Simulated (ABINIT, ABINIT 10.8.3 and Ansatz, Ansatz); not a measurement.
**Excitons of PNO (Cc): kernels and approximations**

How far does the k mesh set the exciton binding of PNO (Cc)?

Main program and level: ABINIT 10.8.3 and Ansatz 0.2.0; LDA and many-body steps on it, plane waves.

## (1) The structure

The structure is monoclinic, space group Cc (No. 9). Conventional cell: a = 6.556 Å, b = 6.572 Å, c = 4.620 Å, α = 90.00°, β = 130.96°, γ = 90.00°. Nearest to P lie 2 N at 1.55 Å and 2 O at 1.60 Å. Nearest to N lie 2 P at 1.55 Å. Nearest to O lie 2 P at 1.60 Å. Farther neighbours and most contacts between anions are not listed.

As a file:

```cif
data_structure
_symmetry_space_group_name_H-M 'Cc'
_symmetry_Int_Tables_number 9
_cell_length_a 6.5560
_cell_length_b 6.5722
_cell_length_c 4.6200
_cell_angle_alpha 90.000
_cell_angle_beta 130.960
_cell_angle_gamma 90.000
_cell_volume 150.33
loop_
_atom_site_label
_atom_site_type_symbol
_atom_site_symmetry_multiplicity
_atom_site_Wyckoff_symbol
_atom_site_fract_x
_atom_site_fract_y
_atom_site_fract_z
_atom_site_occupancy
P1 P 4 a 0.62964 0.63995 0.99983 1
N1 N 4 a 0.43730 0.81984 0.75037 1
O1 O 4 a 0.55807 0.55884 0.24980 1
```

The cell and positions are those that the Materials Project relaxed with its own functionals (PBE, PBE+U or r2SCAN), kept fixed.

## (2) Empty states on the mesh, 2×2×4 mesh, 56 bands

This step: ABINIT 10.8.3; DFT, LDA, plane waves, norm-conserving pseudopotentials.

The sums over transitions need many empty states on a uniform mesh; this step solves for them.

The input, run.abi:

```
acell 3*1.0 Angstrom
rprim 
  3.278002254000 -3.286113380400 0.000000000000
  3.278002254000 3.286113380400 0.000000000000
  -3.028551860300 0.000000000000 3.488865954800
ntypat 3
znucl 15 7 8
natom 6
typat 1 1 2 2 3 3
xred 
  0.730409600000 0.010313920000 0.000167090000
  0.010313920000 0.730409600000 0.500167090000
  0.742864730000 0.382544620000 0.249632690000
  0.382544620000 0.742864730000 0.749632690000
  0.883089610000 0.000777520000 0.750200220000
  0.000777520000 0.883089610000 0.250200220000
pp_dirpath "pseudos"
pseudos "P.upf, N.upf, O.upf"
ecut 36
ngkpt 2 2 4
nshiftk 1
shiftk 0 0 0
kptopt 1
chksymbreak 0
iscf -2
irdden 1
istwfk *1
nband 56
nbdbuf 4
tolwfr 1e-09
nstep 60
prtvol 0
indata_prefix "in"
outdata_prefix "out"
tmpdata_prefix "tmp"
```

On the command line:

```sh
> OMP_NUM_THREADS=1 mpirun -n 4 abinit run.abi > log
```

Numbers of over 12 decimals in the logs are rounded to 6 here.

Log:

```text
.Version 10.8.3 of ABINIT. v10.8.2 released Aug 2026.

 Symmetries : space group Cc (#  9); Bravais mC (1-face-center monocl.)
[... echo of the input left out ...]
== DATASET  1 ==================================================================
-   mpi_nproc: 4, omp_nthreads: 1 (-1 if OMP is not activated)

--- !DatasetInfo
iteration_state: {dtset: 1, }
dimensions: {natom: 6, nkpt: 9, mband: 56, nsppol: 1, nspinor: 1, nspden: 1, mpw: 5252, }
cutoff_energies: {ecut:  36.0, pawecutdg:  -1.0, }
[...]
0.96273    0.96636    0.97949    1.00223    1.03826    1.08752    1.09755    1.11079
   1.11568    1.14693    1.15366    1.15997    1.18039    1.20020    1.21026    1.27472
 prteigrs : prtvol=0 or 1, do not print more k-points.

== END DATASET(S) ==============================================================
================================================================================

 -outvars: echo values of variables after computation  --------
            nband          56
             nkpt           9
          spgroup           9
 [... the other variables as echoed above ...]

 Calculation completed.
```

It took 37 s on 4 MPI ranks of Arm Neoverse N1, shared host; peak memory 0.31 GiB.

Numbers from this step:

- gap: 5.021 eV
- k of the valence top: 0.5, 0.5, 0
- k of the conduction bottom: 0, 0, 0
- least direct gap: 5.560 eV
- k points computed: 9
- lowest point of the top converged band, above the valence top: 29.56 eV

On this mesh the gap is 5.021 eV.

The density comes from a self-consistent run that is not shown.

## (3) Screening, 2×2×4 mesh, 52 bands, screening to 98 eV

The RPA dielectric matrix is built and inverted for each q.

This step: RPA screening on LDA, plane waves, norm-conserving pseudopotentials.

run.abi, as its differences from that of step 2:

```diff
@@ -24,10 +24,11 @@
 chksymbreak 0
-iscf -2
-irdden 1
 istwfk *1
-nband 56
-nbdbuf 4
-tolwfr 1e-09
-nstep 60
-prtvol 0
+occopt 1
+irdwfk 1
+optdriver 3
+nband 52
+ecuteps 3.6
+inclvkb 2
+awtr 1
+symchi 1
 indata_prefix "in"
```

Log:

```text
.Version 10.8.3 of ABINIT. v10.8.2 released Aug 2026.

 Symmetries : space group Cc (#  9); Bravais mC (1-face-center monocl.)
[... echo of the input left out ...]
== DATASET  1 ==================================================================
-   mpi_nproc: 4, omp_nthreads: 1 (-1 if OMP is not activated)

--- !DatasetInfo
iteration_state: {dtset: 1, }
dimensions: {natom: 6, nkpt: 9, mband: 52, nsppol: 1, nspinor: 1, nspden: 1, mpw: 5252, }
cutoff_energies: {ecut:  36.0, pawecutdg:  -1.0, }
[...]
--------------------------------------------------------------------------------
[... chi0 elements left out ...]
 For q-point:  0.000010 0.000020 0.000030
  dielectric constant =   3.2458
  dielectric constant without local fields =   3.5018

  Average fulfillment of the sum rule on Im[epsilon] for q-point    1 :     36.89  [%]
[... wings left out ...]
  q-point number  2        q = ( 0.500000, 0.000000, 0.000000) [r.l.u.]
--------------------------------------------------------------------------------
[... chi0 elements left out ...]
  Average fulfillment of the sum rule on Im[epsilon] for q-point    2 :     48.18  [%]

 [... 7 further q-points ...]
```

Run time: 20 s. Hardware: 4 MPI ranks; peak memory 0.71 GiB; 80 s of CPU time.

Numbers from this step:

| Quantity | Value |
| --- | --- |
| ε∞ with local fields, on this mesh, along the program's q direction | 3.246 |
| the same without local fields | 3.502 |
| plasma frequency | 24.23 eV |
| plane waves in the screening matrix | 169 |

Local fields lower ε∞ by 7 %. On a Γ-centred mesh this coarse the value itself is usually too large, while a short band sum pulls it down.

## (4) Self-energy, 2×2×4 mesh, 52 bands, screening to 98 eV

The self-energy is evaluated for the states that the input lists, and the levels follow from it, in one-shot runs by the linearised quasiparticle equation.

This step: G0W0 on LDA, plane waves, norm-conserving pseudopotentials.

run.abi, as its differences from that of step 3:

```diff
@@ -27,8 +27,17 @@
 irdwfk 1
-optdriver 3
+optdriver 4
 nband 52
+gwcalctyp 0
+ecutsigx 36
+symsigma 1
+nkptgw 2
+kptgw 
+  0.5000000000 0.5000000000 0.0000000000
+  0.0000000000 0.0000000000 0.0000000000
+bdgw 
+  15 18
+  15 18
 ecuteps 3.6
-inclvkb 2
-awtr 1
-symchi 1
+irdscr 1
+ppmodel 1
 indata_prefix "in"
```

Log:

```text
.Version 10.8.3 of ABINIT. v10.8.2 released Aug 2026.

 Symmetries : space group Cc (#  9); Bravais mC (1-face-center monocl.)
[... echo of the input left out ...]
== DATASET  1 ==================================================================
-   mpi_nproc: 4, omp_nthreads: 1 (-1 if OMP is not activated)

--- !DatasetInfo
iteration_state: {dtset: 1, }
dimensions: {natom: 6, nkpt: 9, mband: 52, nsppol: 1, nspinor: 1, nspden: 1, mpw: 5252, }
cutoff_energies: {ecut:  36.0, pawecutdg:  -1.0, }
[...]
Band     E0 <VxcDFT>   SigX SigC(E0)      Z dSigC/dE  Sig(E)    E-E0       E
[...]
17   7.021 -12.331  -6.984  -2.968   0.847  -0.180 -10.315   2.016   9.037
       18   7.447 -12.883  -7.584  -3.193   0.848  -0.179 -11.097   1.786   9.234

== END DATASET(S) ==============================================================
================================================================================

 -outvars: echo values of variables after computation  --------
           etotal      0.0000000000E+00
            nband          52
             nkpt           9
          spgroup           9
 [... the other variables as echoed above ...]

 Calculation completed.
```

Elapsed: 7.3 s, on 4 MPI ranks; peak memory 0.61 GiB.

Numbers from this step:

```
G0W0 gap on the points computed              : 7.225 eV
starting gap on the mesh                     : 5.021 eV
k of the valence top                         : 0.5, 0.5, 0
k of the conduction bottom                   : 0, 0, 0
least direct G0W0 gap on the computed points : 7.903 eV
```

The gap on the mesh goes from 5.02 eV to 7.23 eV, a correction of +2.20 eV.

The gap opens by 2.204 eV; the next steps shift the empty bands rigidly by 2.204 eV. The least direct G0W0 gap is 7.903 eV, so this shift leaves the direct transitions −0.14 eV off.

## (5) Excitons

Light makes an electron and a hole together. The Bethe-Salpeter equation adds their screened attraction and their exchange, in a window of bands around the gap.

This step: Bethe-Salpeter equation on LDA with a scissors shift, plane waves, norm-conserving pseudopotentials.

run.abi, as its differences from that of step 4:

```diff
@@ -27,17 +27,17 @@
 irdwfk 1
-optdriver 4
-nband 52
-gwcalctyp 0
-ecutsigx 36
-symsigma 1
-nkptgw 2
-kptgw 
-  0.5000000000 0.5000000000 0.0000000000
-  0.0000000000 0.0000000000 0.0000000000
-bdgw 
-  15 18
-  15 18
+optdriver 99
+bs_calctype 1
+mbpt_sciss 2.204 eV
+bs_loband 9
+nband 23
+bs_exchange_term 1
+bs_coulomb_term 11
+bs_coupling 0
+bs_algorithm 1
+bs_freq_mesh 0 14 0.1 eV
+zcut 0.15 eV
 ecuteps 3.6
+ecutwfn 18
+inclvkb 2
 irdscr 1
-ppmodel 1
 indata_prefix "in"
```

Log:

```text
.Version 10.8.3 of ABINIT. v10.8.2 released Aug 2026.

 Symmetries : space group Cc (#  9); Bravais mC (1-face-center monocl.)
[... echo of the input left out ...]
== DATASET  1 ==================================================================
-   mpi_nproc: 4, omp_nthreads: 1 (-1 if OMP is not activated)

--- !DatasetInfo
iteration_state: {dtset: 1, }
dimensions: {natom: 6, nkpt: 9, mband: 23, nsppol: 1, nspinor: 1, nspden: 1, mpw: 1858, }
cutoff_energies: {ecut:  18.0, pawecutdg:  -1.0, }
electrons: {nelect:   3.20000000E+01, charge:   0.00000000E+00, occopt:   1.00000000E+00, tsmear:   1.00000000E-02, }

 Exciton: Calculation of dielectric properties by solving the Bethe-Salpeter equation
 in frequency domain and reciprocal space on a transitions basis set.
 Based on a program developed by L. Reining, V. Olevano, F. Sottile,
 S. Albrecht, and G. Onida. Incorporated in ABINIT by M. Giantomassi.

.Using double precision arithmetic ; gwpc =  8

[... cell and pseudopotentials left out ...]
--------------------------------------------------------------------------------

 ==== K-mesh for the wavefunctions ====
 Number of points in the irreducible wedge :     9
[... list of points left out ...]
 Together with  2 symmetry operations and time-reversal symmetry
 yields    16 points in the full Brillouin Zone.

 ==== Q-mesh for the screening function ====
 Number of points in the irreducible wedge :     9
[... list of points left out ...]
 Together with  2 symmetry operations and time-reversal symmetry
 yields    16 points in the full Brillouin Zone.

 vcoul_init : cutoff-mode = AUXILIARY_FUNCTION
 q-points for optical limit:   1
     1)      0.000010    0.000020    0.000030
 setmesh: FFT mesh size selected  =    24x   24x   20
          total number of points  =        11520

 ==== Fundamental parameters for the solution of the Bethe-Salpeter equation: ====
 Algorithm: Direct diagonalization.
 Dimension of the v, W matrices,  npweps  = 169
 Cutoff for the wavefunctions,    npwwfn  = 1853
 Number of k-points in the IBZ,   nkibz   = 9
 Highest empty band included,     nband   = 23
 === Spin UP ===
 Number of resonant transitions          896
 Lowest occupied state                   9
 Highest occupied state                  16
 Lowest unoccupied state                 17
 Highest unoccupied state                23
 Minimum frequency [eV]           Emin    =   0.00
 Maximum frequency [eV]           Emax    =  14.00
 Frequency step [eV]              dE      =   0.10
 Lorentzian broadening [eV]       eta     =   0.15
 RPA L0 with KS energies and KS wavefunctions
 Scissors operator energy [eV] =          2.20
 Local fields effects (v term) included
 Excitonic effects (W term) included
 Full W_GG' included
 W is read from an external SCR file
 Resonant-only calculation (Hermitian case)

 Calculating epsilon_Macro(q-->0,w), along the following directions:
 q = (  1.189330  0.000000  0.000000) [r.l.u.]
 q = (  0.000000  1.189330  0.000000) [r.l.u.]
 q = (  0.000000  0.000000  1.049309) [r.l.u.]
 q = (  0.985890  0.985890 -0.910865) [r.l.u.]
 q = ( -0.988329  0.988329  0.000000) [r.l.u.]
 q = (  0.000000  0.000000  1.049309) [r.l.u.]
 Number of electrons calculated from density =   31.9711; Expected =   32.0000
 average of density, n =  0.063031
 r_s =    1.5588
 omega_plasma =   24.2177 [eV]

. Writing resonant excitonic Hamiltonian on file out_BSR; file size=   0.01 [Gb].
 Direct diagonalization of the resonant excitonic Hamiltonian, Matrix size= 896
. Using LAPACK sequential version.
 Excitonic eigenvalues in eV up to n=   32
   6.47654   6.65881   6.88920   7.06067   7.16078   7.17298   7.22378   7.39711
   7.48293   7.54175   7.57510   7.60991   7.64491   7.71059   7.76169   7.78470
   7.80937   7.84743   7.85400   7.87499   7.89103   7.91814   7.93837   7.95730
   7.98252   7.99986   8.03030   8.10723   8.12143   8.16562   8.18049   8.26470

 First excitonic eigenvalue=    6.48 [eV]
 Last  excitonic eigenvalue=   17.16 [eV]

 GW  direct gap       7.76  0.00 [eV]
 EXC direct gap       6.48  0.00 [eV]
 EXC binding energy   1.29  0.00 [eV]

 Excitonic eigenvalues up to the GW energy gap [eV]
  1 (  6.48  0.00)
  2 (  6.66  0.00)
  3 (  6.89  0.00)
  4 (  7.06  0.00)
  5 (  7.16  0.00)
  6 (  7.17  0.00)
[...]
13 (  7.64  0.00)
 14 (  7.71  0.00)
 15 (  7.76  0.00)

 Macroscopic dielectric function:
 omega [eV] <KS_RPA_nlf>  <GW_RPA_nlf>  <BSE>
   0.0000   2.5903   0.0000   2.2608   0.0000   2.5162   0.0000
   0.1000   2.5906   0.0007   2.2609   0.0003   2.5164   0.0006
   0.2000   2.5913   0.0014   2.2612   0.0007   2.5170   0.0012
   0.3000   2.5925   0.0022   2.2618   0.0010   2.5180   0.0018
   0.4000   2.5942   0.0029   2.2626   0.0014   2.5194   0.0025
   0.5000   2.5964   0.0036   2.2636   0.0017   2.5213   0.0031
   0.6000   2.5990   0.0044   2.2649   0.0021   2.5235   0.0037
   0.7000   2.6022   0.0051   2.2664   0.0024   2.5262   0.0044
   0.8000   2.6059   0.0059   2.2681   0.0028   2.5293   0.0050
   0.9000   2.6100   0.0067   2.2700   0.0031   2.5329   0.0057

 Writing KS-RPA macroscopic dielectric function without local fields to file: out_RPA_NLF_MDF
 Writing GW-RPA macroscopic dielectric function without local fields to file: out_GW_NLF_MDF
 Writing EXC Macroscopic dielectric function to file: out_EXC_MDF

== END DATASET(S) ==============================================================
================================================================================

 -outvars: echo values of variables after computation  --------
           etotal      0.0000000000E+00
            nband          23
             nkpt           9
          spgroup           9
 [... the other variables as echoed above ...]

 Calculation completed.
```

It took 37 s on 4 MPI ranks; peak memory 0.4 GiB; 2.4 min of CPU time.

Numbers from this step:

* direct gap of the transition levels: 7.764 eV
* transitions in the window: 896
* first strong exciton (over a fiftieth of the strongest listed): 6.659 eV
* lowest state: 6.477 eV
* binding of the lowest state below the direct gap: 1.287 eV
* Coulomb term of one mesh cell: 1.185 eV

The binding is 1.1 times the screened Coulomb term of one mesh cell (1.18 eV), so it is not shown settled.

The lowest state lies at 6.477 eV, 1.287 eV under the direct gap.

Lines within 3 meV are set at the lowest of them, and the highest group, which the list may cut short, is left out. Exciton lines, with heights relative to the strongest:

```tsv
position (eV)	oscillator strength, relative
6.476	1.6
6.659	100
6.889	20
7.061	6.3
7.161	0.8
7.173	1.0
7.224	1.0
7.397	73
7.483	9.5
7.542	42
7.575	11
7.610	0.7
7.645	12
7.711	4.3
7.762	27
```

The ε₂ has structure finer than the step of the table below, so its rows give means over 0.5 eV, whole bins alone (the curve runs from 0 to 13.9 eV). Peaks (eV: height): BSE 6.70: 3.09, 7.80: 4.53, 8.40: 5.33, 9.70: 3.35, 11.40: 2.86; no electron-hole interaction 8.80: 3.56, 9.50: 4.49, 10.10: 3.47, 11.30: 3.81, 12.40: 3.49; Kohn-Sham, no shift 6.60: 3.55, 7.30: 4.51, 7.90: 3.47, 9.10: 3.80, 10.20: 3.50.

Mean over the three Cartesian directions of q; broadening 0.15 eV; transition window only. Limits: finite bands, cutoff and mesh; coarse k mesh; exciton not shown settled in the k mesh. The ε₂ by photon energy; means over each step:

```tsv
photon energy (eV)	BSE	no electron-hole interaction	Kohn-Sham, no shift
0.5	0.00281	0.00159	0.00331
1.0	0.00574	0.00321	0.00680
1.5	0.00895	0.00491	0.0107
2.0	0.0126	0.00680	0.0152
2.5	0.0170	0.00891	0.0208
3.0	0.0225	0.0113	0.0281
3.5	0.0297	0.0142	0.0384
4.0	0.0398	0.0178	0.0542
4.5	0.0550	0.0224	0.0832
5.0	0.0806	0.0284	0.163
5.5	0.133	0.0369	0.660
6.0	0.305	0.0497	0.931
6.5	1.77	0.0714	2.67
7.0	1.92	0.119	3.33
7.5	3.73	0.384	3.45
8.0	3.92	0.865	3.03
8.5	4.52	1.81	2.88
9.0	2.88	3.07	3.46
9.5	2.77	3.86	2.61
10.0	3.03	3.05	2.98
10.5	2.53	2.78	3.16
11.0	2.35	3.23	2.64
11.5	2.60	3.08	2.45
12.0	2.05	2.60	1.97
12.5	1.49	3.29	1.65
13.0	1.27	2.87	1.15
13.5	1.10	2.51	1.00
```

## (6) Triplet (no exchange term)

run.abi, as its differences from that of step 5:

```diff
@@ -30,5 +30,5 @@
 mbpt_sciss 2.204 eV
-bs_loband 9
-nband 23
-bs_exchange_term 1
+bs_loband 13
+nband 20
+bs_exchange_term 0
 bs_coulomb_term 11
@@ -36,3 +36,3 @@
 bs_algorithm 1
-bs_freq_mesh 0 14 0.1 eV
+bs_freq_mesh 0 12 0.1 eV
 zcut 0.15 eV
```

Log:

```text
.Version 10.8.3 of ABINIT. v10.8.2 released Aug 2026.

 Symmetries : space group Cc (#  9); Bravais mC (1-face-center monocl.)
[... echo of the input left out ...]
== DATASET  1 ==================================================================
-   mpi_nproc: 4, omp_nthreads: 1 (-1 if OMP is not activated)

--- !DatasetInfo
iteration_state: {dtset: 1, }
dimensions: {natom: 6, nkpt: 9, mband: 20, nsppol: 1, nspinor: 1, nspden: 1, mpw: 1858, }
cutoff_energies: {ecut:  18.0, pawecutdg:  -1.0, }
electrons: {nelect:   3.20000000E+01, charge:   0.00000000E+00, occopt:   1.00000000E+00, tsmear:   1.00000000E-02, }

 Exciton: Calculation of dielectric properties by solving the Bethe-Salpeter equation
 in frequency domain and reciprocal space on a transitions basis set.
 Based on a program developed by L. Reining, V. Olevano, F. Sottile,
 S. Albrecht, and G. Onida. Incorporated in ABINIT by M. Giantomassi.

.Using double precision arithmetic ; gwpc =  8

[... cell and pseudopotentials left out ...]
--------------------------------------------------------------------------------

 ==== K-mesh for the wavefunctions ====
 Number of points in the irreducible wedge :     9
[... list of points left out ...]
 Together with  2 symmetry operations and time-reversal symmetry
 yields    16 points in the full Brillouin Zone.

 ==== Q-mesh for the screening function ====
 Number of points in the irreducible wedge :     9
[... list of points left out ...]
 Together with  2 symmetry operations and time-reversal symmetry
 yields    16 points in the full Brillouin Zone.

 vcoul_init : cutoff-mode = AUXILIARY_FUNCTION
 q-points for optical limit:   1
     1)      0.000010    0.000020    0.000030
 setmesh: FFT mesh size selected  =    24x   24x   20
[...]
average of density, n =  0.063031
 r_s =    1.5588
 omega_plasma =   24.2177 [eV]

. Writing resonant excitonic Hamiltonian on file out_BSR; file size=   0.00 [Gb].
 Direct diagonalization of the resonant excitonic Hamiltonian, Matrix size= 256
. Using LAPACK sequential version.
 Excitonic eigenvalues in eV up to n=   32
   6.39676   6.47440   6.84641   7.02300   7.10239   7.11593   7.19905   7.26076
   7.36717   7.48774   7.52725   7.54295   7.60083   7.62777   7.65539   7.68649
   7.75433   7.79607   7.82004   7.83762   7.85454   7.86144   7.89840   7.91740
   7.95195   7.96545   7.98314   8.06108   8.09134   8.10310   8.14653   8.17417

 First excitonic eigenvalue=    6.40 [eV]
 Last  excitonic eigenvalue=   12.59 [eV]

 GW  direct gap       7.76  0.00 [eV]
 EXC direct gap       6.40  0.00 [eV]
 EXC binding energy   1.37  0.00 [eV]

 Excitonic eigenvalues up to the GW energy gap [eV]
  1 (  6.40  0.00)
  2 (  6.47  0.00)
  3 (  6.85  0.00)
[...]
16 (  7.69  0.00)
 17 (  7.75  0.00)

 Macroscopic dielectric function:
 omega [eV] <KS_RPA_nlf>  <GW_RPA_nlf>  <BSE>
   0.0000   2.0528   0.0000   1.8130   0.0000   2.0350   0.0000
   0.1000   2.0530   0.0006   1.8131   0.0003   2.0352   0.0006
   0.2000   2.0536   0.0012   1.8134   0.0005   2.0358   0.0011
[...]
0.8000   2.0654   0.0048   1.8187   0.0021   2.0470   0.0046
   0.9000   2.0688   0.0054   1.8202   0.0024   2.0502   0.0052

 Writing KS-RPA macroscopic dielectric function without local fields to file: out_RPA_NLF_MDF
 Writing GW-RPA macroscopic dielectric function without local fields to file: out_GW_NLF_MDF
 Writing EXC Macroscopic dielectric function to file: out_EXC_MDF

== END DATASET(S) ==============================================================
================================================================================

 -outvars: echo values of variables after computation  --------
           etotal      0.0000000000E+00
            nband          20
             nkpt           9
          spgroup           9
 [... the other variables as echoed above ...]

 Calculation completed.
```

It took 8.5 s on 4 MPI ranks; peak memory 0.36 GiB; 34 s of CPU time.

The lowest triplet lies at 6.397 eV; triplets are dark, so no spectrum is read.

(Continued in part 2 of 3.)

[Paths, hosts, dates, memory and timing lines, banners, echoed tables and standing remarks are left out of the program output.]

[Logs are printed without paths, hosts, clocks, repeated set-up lines and the standing remarks that a program may print on its own settings, such as how far it seeks lower states.]

[Runs of the session that timed out or met a known fault of the program may be left out.]

[No measured gap is set beside runs whose start may be inverted or whose files or cutoffs have a known fault.]

[Hosts, paths, dates, database ids (printed as entryN), source tags and the programs' standing remarks are cut or masked in the printed files.]

[G0W0 gaps are taken among the corrected bands and points alone; a level outside them can change the order at an edge.]

[Where Ansatz stands beside ABINIT at settings called matched, ABINIT's density can come from a denser mesh and the files from another edition; pairs whose starting gaps differed by over 0.03 eV were left out, so agreement reads better than it is.]
